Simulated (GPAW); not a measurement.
## free-standing square W monolayer, spacing 2.603 A: a ladder in the plane-wave cutoff

Two starts of free-standing square W monolayer, spacing 2.603 A are run at each rung of the plane-wave cutoff. Which rung is enough?

Calculated with GPAW 26.7.0; RPBE; plane waves with GPAW's PAW setups, scalar-relativistic.

Most raw output is cut from this account.

## 1. Starting point

The cell holds 1 atom: 1 W. Its edges and angles: a = 2.603 Å, b = 2.603 Å, c = 14.000 Å, α = 90.0°, β = 90.0°, γ = 90.0°. model lattice. Vacuum lies along c.

As a file:

```cif
data_structure
_symmetry_space_group_name_H-M 'P 1'
_symmetry_Int_Tables_number 1
_cell_length_a 2.6030
_cell_length_b 2.6030
_cell_length_c 14.0000
_cell_angle_alpha 90.000
_cell_angle_beta 90.000
_cell_angle_gamma 90.000
_cell_volume 94.86
loop_
_atom_site_label
_atom_site_type_symbol
_atom_site_fract_x
_atom_site_fract_y
_atom_site_fract_z
_atom_site_occupancy
W1 W 0.00000 0.00000 0.50000 1
```

## 2. Rung 1 (250 eV), start ferro +

The ladder starts at a low cutoff and climbs, to see from where on the results stand still.

File order1.py:

```python
import json
import numpy as np
from ase import Atoms
from ase.parallel import paropen, parprint
from gpaw import GPAW

atoms = Atoms(['W'],
    cell=[[2.603, 0.0, 0.0],
         [0.0, 2.603, 0.0],
         [0.0, 0.0, 14.0]],
    scaled_positions=[[0.0, 0.0, 0.5]],
    pbc=True,
    magmoms=[1.0])
atoms.calc = GPAW(mode={'name': 'pw', 'ecut': 250},
    xc='RPBE',
    kpts={'size': (10, 10, 1), 'gamma': True},
    occupations={'name': 'marzari-vanderbilt', 'width': 0.15},
    convergence={'density': 1e-05, 'energy': 1e-05},
    maxiter=200,
    symmetry={'tolerance': 1e-4},
    txt='order1.txt')
e = atoms.get_potential_energy(force_consistent=True)
res = {'free_energy': e, 'energy_sigma0': atoms.get_potential_energy(), 'fermi_energy': atoms.calc.get_fermi_level()}
res['moments'] = atoms.get_magnetic_moments().tolist()
res['total'] = atoms.get_magnetic_moment()
parprint('site moments (muB):', np.round(res['moments'], 3))
parprint(f"total moment: {res['total']:.3f} muB")
parprint(f'free energy: {e:.6f} eV')
atoms.calc.write('order1.gpw')
with paropen('results.json', 'w') as f:
    json.dump(res, f)
```

On the command line:

```
$ OMP_NUM_THREADS=1 python3 order1.py > order1.log
```

It took 8.5 s on 1 MPI rank of Intel Xeon 6975P-C (Granite Rapids), shared host; peak memory 0.14 GiB.

Read from the output:

| Property | Result |
| --- | --- |
| final state | non-magnetic |

After 16 cycles the seed has died away: no moment is left.

## 3. Rung 1 (250 eV), start antiferro q=(1/2,1/2,0) +-

The second start gives the energy difference between the two end states, the quantity that is followed up the ladder. Its q is in fractions of the reciprocal vectors of the first run's cell.

File order2.py:

```python
import json
import numpy as np
from ase import Atoms
from ase.parallel import paropen, parprint
from gpaw import GPAW

atoms = Atoms(['W', 'W'],
    cell=[[5.206, 0.0, 0.0],
         [2.603, 2.603, 0.0],
         [0.0, 0.0, 14.0]],
    scaled_positions=[[0.0, 0.0, 0.5],
         [0.5, 0.0, 0.5]],
    pbc=True,
    magmoms=[1.0, -1.0])
atoms.calc = GPAW(mode={'name': 'pw', 'ecut': 250},
    xc='RPBE',
    kpts={'size': (5, 10, 1), 'gamma': True},
    occupations={'name': 'marzari-vanderbilt', 'width': 0.15},
    convergence={'density': 1e-05, 'energy': 1e-05},
    maxiter=200,
    symmetry={'tolerance': 1e-4},
    txt='order2.txt')
e = atoms.get_potential_energy(force_consistent=True)
res = {'free_energy': e, 'energy_sigma0': atoms.get_potential_energy(), 'fermi_energy': atoms.calc.get_fermi_level()}
res['moments'] = atoms.get_magnetic_moments().tolist()
res['total'] = atoms.get_magnetic_moment()
parprint('site moments (muB):', np.round(res['moments'], 3))
parprint(f"total moment: {res['total']:.3f} muB")
parprint(f'free energy: {e:.6f} eV')
atoms.calc.write('order2.gpw')
with paropen('results.json', 'w') as f:
    json.dump(res, f)
```

On the command line:

```
$ OMP_NUM_THREADS=1 python3 order2.py > order2.log
```

The job ended after 40 s (1 MPI rank; peak memory 0.2 GiB).

Numbers from this step:

```
magnetization  : 0 μB
final state    : antiferromagnetic
largest moment : 0.6932 μB
```

This start lies -22.1 meV a seeded atom from the first; its largest moment is 0.693 μB.

## 4. Rung 2 (325 eV), start ferro +

order1.py is the script of step 2 with these lines changed:

```diff
@@ -13,3 +13,3 @@
     magmoms=[1.0])
-atoms.calc = GPAW(mode={'name': 'pw', 'ecut': 250},
+atoms.calc = GPAW(mode={'name': 'pw', 'ecut': 325},
     xc='RPBE',
```

On the command line:

```
$ OMP_NUM_THREADS=1 python3 order1.py > order1.log
```

It took 14 s on 1 MPI rank; peak memory 0.15 GiB.

This step gave:

| Item | Value |
| --- | --- |
| final state | non-magnetic |

After 16 cycles the seed has died away: no moment is left.

## 5. Rung 2 (325 eV), start antiferro q=(1/2,1/2,0) +-

order2.py is the script of step 3 with these lines changed:

```diff
@@ -14,3 +14,3 @@
     magmoms=[1.0, -1.0])
-atoms.calc = GPAW(mode={'name': 'pw', 'ecut': 250},
+atoms.calc = GPAW(mode={'name': 'pw', 'ecut': 325},
     xc='RPBE',
```

On the command line:

```
$ OMP_NUM_THREADS=1 python3 order2.py > order2.log
```

The job ended after 53 s (1 MPI rank; peak memory 0.24 GiB).

This step gave:

- magnetization: 0 μB
- final state: antiferromagnetic
- largest moment: 0.7177 μB

This start lies -23.6 meV a seeded atom from the first, a change of -1.5 meV since rung 1; its largest moment is 0.718 μB.

## 6. Rung 3 (400 eV), start ferro +

order1.py is the script of step 4 with these lines changed:

```diff
@@ -13,3 +13,3 @@
     magmoms=[1.0])
-atoms.calc = GPAW(mode={'name': 'pw', 'ecut': 325},
+atoms.calc = GPAW(mode={'name': 'pw', 'ecut': 400},
     xc='RPBE',
```

On the command line:

```
$ OMP_NUM_THREADS=1 python3 order1.py > order1.log
```

Elapsed: 15 s, on 1 MPI rank; peak memory 0.17 GiB.

Read from the output:

```yaml
final_state: non-magnetic
```

After 16 cycles the seed has died away: no moment is left.

## 7. Rung 3 (400 eV), start antiferro q=(1/2,1/2,0) +-

order2.py is the script of step 5 with these lines changed:

```diff
@@ -14,3 +14,3 @@
     magmoms=[1.0, -1.0])
-atoms.calc = GPAW(mode={'name': 'pw', 'ecut': 325},
+atoms.calc = GPAW(mode={'name': 'pw', 'ecut': 400},
     xc='RPBE',
```

On the command line:

```
$ OMP_NUM_THREADS=1 python3 order2.py > order2.log
```

Elapsed: 80 s, on 1 MPI rank; peak memory 0.28 GiB.

This step gave:

| Item | Value |
| --- | --- |
| magnetization | 0 μB |
| final state | antiferromagnetic |
| largest moment | 0.7248 μB |

This start lies -23.9 meV a seeded atom from the first, a change of -0.3 meV since rung 2; its largest moment is 0.725 μB.

## 8. Rung 4 (500 eV), start ferro +

order1.py is the script of step 6 with these lines changed:

```diff
@@ -13,3 +13,3 @@
     magmoms=[1.0])
-atoms.calc = GPAW(mode={'name': 'pw', 'ecut': 400},
+atoms.calc = GPAW(mode={'name': 'pw', 'ecut': 500},
     xc='RPBE',
```

On the command line:

```
$ OMP_NUM_THREADS=1 python3 order1.py > order1.log
```

Elapsed: 18 s, on 1 MPI rank; peak memory 0.19 GiB.

Numbers from this step:

- final state: non-magnetic

After 16 cycles the seed has died away: no moment is left.

## 9. Rung 4 (500 eV), start antiferro q=(1/2,1/2,0) +-

order2.py is the script of step 7 with these lines changed:

```diff
@@ -14,3 +14,3 @@
     magmoms=[1.0, -1.0])
-atoms.calc = GPAW(mode={'name': 'pw', 'ecut': 400},
+atoms.calc = GPAW(mode={'name': 'pw', 'ecut': 500},
     xc='RPBE',
```

On the command line:

```
$ OMP_NUM_THREADS=1 python3 order2.py > order2.log
```

Elapsed: 2.2 min, on 1 MPI rank; peak memory 0.34 GiB.

Numbers from this step:

- magnetization: 0 μB
- final state: antiferromagnetic
- largest moment: 0.7255 μB

This start lies -24.0 meV a seeded atom from the first, a change of -0.1 meV since rung 3; its largest moment is 0.725 μB.

## 10. Rung 5 (650 eV), start ferro +

order1.py is the script of step 8 with these lines changed:

```diff
@@ -13,3 +13,3 @@
     magmoms=[1.0])
-atoms.calc = GPAW(mode={'name': 'pw', 'ecut': 500},
+atoms.calc = GPAW(mode={'name': 'pw', 'ecut': 650},
     xc='RPBE',
```

On the command line:

```
$ OMP_NUM_THREADS=1 python3 order1.py > order1.log
```

It took 22 s on 1 MPI rank; peak memory 0.22 GiB.

Numbers from this step:

| Property | Result |
| --- | --- |
| final state | non-magnetic |

After 15 cycles the seed has died away: no moment is left.

## 11. Rung 5 (650 eV), start antiferro q=(1/2,1/2,0) +-

order2.py is the script of step 9 with these lines changed:

```diff
@@ -14,3 +14,3 @@
     magmoms=[1.0, -1.0])
-atoms.calc = GPAW(mode={'name': 'pw', 'ecut': 500},
+atoms.calc = GPAW(mode={'name': 'pw', 'ecut': 650},
     xc='RPBE',
```

On the command line:

```
$ OMP_NUM_THREADS=1 python3 order2.py > order2.log
```

Wall time 2.4 min (1 MPI rank); peak memory 0.45 GiB.

Numbers from this step:

- magnetization: 0 μB
- final state: antiferromagnetic
- largest moment: 0.7255 μB

This start lies -24.0 meV a seeded atom from the first, a change of +0.0 meV since rung 4; its largest moment is 0.725 μB.

## 12. Rung 6 (800 eV), start ferro +

order1.py is the script of step 10 with these lines changed:

```diff
@@ -13,3 +13,3 @@
     magmoms=[1.0])
-atoms.calc = GPAW(mode={'name': 'pw', 'ecut': 650},
+atoms.calc = GPAW(mode={'name': 'pw', 'ecut': 800},
     xc='RPBE',
```

On the command line:

```
$ OMP_NUM_THREADS=1 python3 order1.py > order1.log
```

Run time: 48 s. Hardware: 1 MPI rank; peak memory 0.26 GiB.

This step gave:

```
final state : non-magnetic
```

After 15 cycles the seed has died away: no moment is left.

## 13. Rung 6 (800 eV), start antiferro q=(1/2,1/2,0) +-

order2.py is the script of step 11 with these lines changed:

```diff
@@ -14,3 +14,3 @@
     magmoms=[1.0, -1.0])
-atoms.calc = GPAW(mode={'name': 'pw', 'ecut': 650},
+atoms.calc = GPAW(mode={'name': 'pw', 'ecut': 800},
     xc='RPBE',
```

On the command line:

```
$ OMP_NUM_THREADS=1 python3 order2.py > order2.log
```

Wall time 3.7 min (1 MPI rank); peak memory 0.57 GiB.

Numbers from this step:

* magnetization: 0 μB
* final state: antiferromagnetic
* largest moment: 0.7254 μB

This start lies -24.0 meV a seeded atom from the first, a change of +0.0 meV since rung 5; its largest moment is 0.725 μB.

## 14. Side by side

Ladder, by row:

| rung | cutoff (eV) | state from the first start | state from the second start | second less first (meV a seeded atom) | moment, first (μB) | moment, second (μB) | CPU time (s) |
| --- | --- | --- | --- | --- | --- | --- | --- |
| 1 | 250 | non-magnetic | antiferromagnetic | -22.06 | 0 | 0.6932 | 48.27 |
| 2 | 325 | non-magnetic | antiferromagnetic | -23.57 | 0 | 0.7177 | 66.11 |
| 3 | 400 | non-magnetic | antiferromagnetic | -23.91 | 0 | 0.7248 | 94.65 |
| 4 | 500 | non-magnetic | antiferromagnetic | -23.99 | 0 | 0.7255 | 149.5 |
| 5 | 650 | non-magnetic | antiferromagnetic | -23.97 | 1.21e-4 | 0.7255 | 166 |
| 6 | 800 | non-magnetic | antiferromagnetic | -23.96 | 1.17e-4 | 0.7254 | 270.3 |

## 15. Summary of results

```json
{
  "range of the moment in the table, second start": "0.693 to 0.725 μB",
  "range of CPU time": "48 s to 4.5 min",
  "range of the energy difference": "-24.0 to -22.1 meV a seeded atom",
  "first rung from which all stay within 2 meV of the last": "1"
}
```

From rung 1 on the result stays within 1.9 meV of the last rung, inside the margin of 2 meV set for it, at 18 % of the last rung's cost. The second start ends lower on every rung of the table; whether functional and cell give the true order is another question. The smearing is not Fermi–Dirac, so its width is no temperature.

[Logs and program files are shortened in this print: banners, set-up blocks, solver, clock and traceback lines can be left out without a mark of their own.]

[Logs are printed without paths, hosts, clocks, repeated set-up lines and the standing remarks that a program may print on its own settings, such as how far it seeks lower states.]

[Hosts, paths, dates, database ids (printed as entryN), source tags and the programs' standing remarks are cut or masked in the printed files.]

[Where a cell is said to come from a database of computed structures, the database is the Materials Project.]
